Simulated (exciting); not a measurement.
Consider BaSO4, space group F-43m.

```cif
data_structure
_symmetry_space_group_name_H-M 'P 1'
_symmetry_Int_Tables_number 1
_cell_length_a 5.2309
_cell_length_b 5.2309
_cell_length_c 5.2309
_cell_angle_alpha 60.000
_cell_angle_beta 60.000
_cell_angle_gamma 60.000
_cell_volume 101.21
loop_
_atom_site_label
_atom_site_type_symbol
_atom_site_fract_x
_atom_site_fract_y
_atom_site_fract_z
_atom_site_occupancy
Ba1 Ba 0.50000 0.50000 0.50000 1
S2 S 0.00000 0.00000 0.00000 1
O3 O 0.88361 0.88361 0.88361 1
O4 O 0.34916 0.88361 0.88361 1
O5 O 0.88361 0.88361 0.34916 1
O6 O 0.88361 0.34916 0.88361 1
```

Absorber: atom 2, with 4 O at 1.49 Å (tetrahedral, site symmetry -43m). Method: exciting, all-electron LAPW+lo, LDA, exchange and screened direct term (singlet BSE), 3×3×3 shifted k points, 47 conduction bands, |G+q| up to 3 bohr⁻¹, full RPA screening with nempty = 77, Lorentzian half width 0.45 eV.

Question: What does the S K spectrum look like, and is there a bound core exciton?

Bound core exciton? Yes on this mesh: the first bright state (over 5 % of the brightest) lies at -0.86 eV from the Kohn–Sham onset and at -1.14 eV from the lowest bare transition of its own mesh; weaker or dark states reach down to -1.07 eV. Maxima (height): -0.9 eV (1.00) and 14.1 eV (0.12).

Energy from the Kohn–Sham onset, core level to the lowest empty state found on the meshes used; Im ε in relative units:

| E (eV) | Im ε |
| --- | --- |
| -4.0 | 0.02 |
| -3.5 | 0.03 |
| -3.0 | 0.04 |
| -2.5 | 0.07 |
| -2.0 | 0.14 |
| -1.5 | 0.33 |
| -1.0 | 0.89 |
| -0.5 | 0.68 |
| 0.0 | 0.30 |
| 0.5 | 0.16 |
| 1.0 | 0.11 |
| 1.5 | 0.11 |
| 2.0 | 0.08 |
| 2.5 | 0.05 |
| 3.0 | 0.04 |
| 3.5 | 0.04 |
| 4.0 | 0.04 |
| 4.5 | 0.03 |
| 5.0 | 0.03 |
| 5.5 | 0.03 |
| 6.0 | 0.04 |
| 6.5 | 0.05 |
| 7.0 | 0.07 |
| 7.5 | 0.07 |
| 8.0 | 0.07 |
| 8.5 | 0.10 |
| 9.0 | 0.08 |
| 9.5 | 0.07 |
| 10.0 | 0.08 |
| 10.5 | 0.08 |
| 11.0 | 0.08 |
| 11.5 | 0.07 |
| 12.0 | 0.08 |
| 12.5 | 0.08 |
| 13.0 | 0.08 |
| 13.5 | 0.11 |
| 14.0 | 0.12 |
| 14.5 | 0.11 |
| 15.0 | 0.08 |
| 15.5 | 0.07 |
| 16.0 | 0.06 |
| 16.5 | 0.05 |
| 17.0 | 0.04 |
| 17.5 | 0.04 |
| 18.0 | 0.05 |
| 18.5 | 0.05 |
| 19.0 | 0.03 |
| 19.5 | 0.03 |

With 27 k points the binding energies are rough, and fine structure above the first lines is partly noise of the mesh. Exchange and the short-range direct term aren't converged in the kernel cutoff. The zero comes from the unshifted 3×3×3 ground-state mesh; it is exact only where the band minimum lies on that mesh. The structure is a Materials Project entry, computed there, and may be a hypothetical form.

[Banner, clock and machine lines of the logs are left out without a mark of their own.]

[Logs are printed without paths, hosts, clocks, repeated set-up lines and the standing remarks that a program may print on its own settings, such as how far it seeks lower states.]

[Hosts, paths, dates, database ids (printed as entryN), source tags and the programs' standing remarks are cut or masked in the printed files.]
